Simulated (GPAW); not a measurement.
Two runs for the C K edge of atom 5 in Fe2C (Pnnm). Run A: GPAW, LDA, excited-electron core hole (neutral cell), 12-atom cell with 5.1 Å between holes, 5×5×5 k points, dipole transitions, Gaussian full width 0.9 eV up to 4 eV, rising linearly to 3.5 eV at 25 eV. Run B has a fault in its input.

Energy from the lowest empty level; intensity scaled to a mean of 1 over the first 20 eV:

```
E (eV)     A     B
  -2.0  0.00  0.00
  -1.5  0.00  0.00
  -1.0  0.01  0.00
  -0.5  0.10  0.08
   0.0  0.52  0.47
   0.5  1.14  1.00
   1.0  2.04  1.73
   1.5  2.81  2.51
   2.0  3.15  3.06
   2.5  2.48  2.82
   3.0  1.48  1.91
   3.5  0.70  0.95
   4.0  0.45  0.51
   4.5  0.51  0.45
   5.0  0.76  0.62
   5.5  1.04  0.91
   6.0  1.07  1.10
   6.5  0.75  0.93
   7.0  0.45  0.57
   7.5  0.50  0.44
   8.0  0.79  0.64
   8.5  1.06  0.94
   9.0  1.18  1.13
   9.5  1.13  1.16
  10.0  0.99  1.06
  10.5  0.88  0.93
  11.0  0.84  0.85
  11.5  0.82  0.83
  12.0  0.78  0.80
  12.5  0.71  0.74
  13.0  0.63  0.66
  13.5  0.59  0.60
  14.0  0.61  0.59
  14.5  0.66  0.63
  15.0  0.71  0.68
  15.5  0.75  0.72
  16.0  0.78  0.76
  16.5  0.83  0.80
  17.0  0.90  0.86
  17.5  0.94  0.91
  18.0  0.94  0.94
  18.5  0.89  0.92
  19.0  0.81  0.85
  19.5  0.73  0.77
  20.0  0.68  0.70
  20.5  0.65  0.66
  21.0  0.64  0.64
  21.5  0.62  0.63
  22.0  0.60  0.61
  22.5  0.57  0.58
  23.0  0.53  0.55
  23.5  0.50  0.51
  24.0  0.48  0.49
  24.5  0.47  0.47
  25.0  0.47  0.47
  25.5  0.48  0.47
  26.0  0.49  0.48
  26.5  0.50  0.50
  27.0  0.52  0.51
  27.5  0.53  0.52
  28.0  0.54  0.53
  28.5  0.56  0.55
  29.0  0.57  0.56
  29.5  0.57  0.57
  30.0  0.57  0.57
  30.5  0.56  0.56
  31.0  0.53  0.54
  31.5  0.51  0.52
  32.0  0.49  0.50
```

Question: What went wrong in run B?

The field is made at the zone centre alone. The scaled spectrum changes by 12 % r.m.s. The highest intensity below 16 eV goes from 1.9 eV (3.16) to 2.1 eV (3.11). Other settings could leave a like mark; this is the one that was changed.

[Banner, clock and machine lines of the logs are left out without a mark of their own.]

[Logs are printed without paths, hosts, clocks, repeated set-up lines and the standing remarks that a program may print on its own settings, such as how far it seeks lower states.]

[Hosts, paths, dates, database ids (printed as entryN), source tags and the programs' standing remarks are cut or masked in the printed files.]

[Lists of maxima count a maximum above −3 eV only where it reaches 4 % of the highest in the window and stands out from its surroundings by 2 % of it (1.5 % where it reaches 55 %); shoulders and weaker maxima are passed over, and of the rest the first, up to two pre-edge ones and the few strongest are named.]
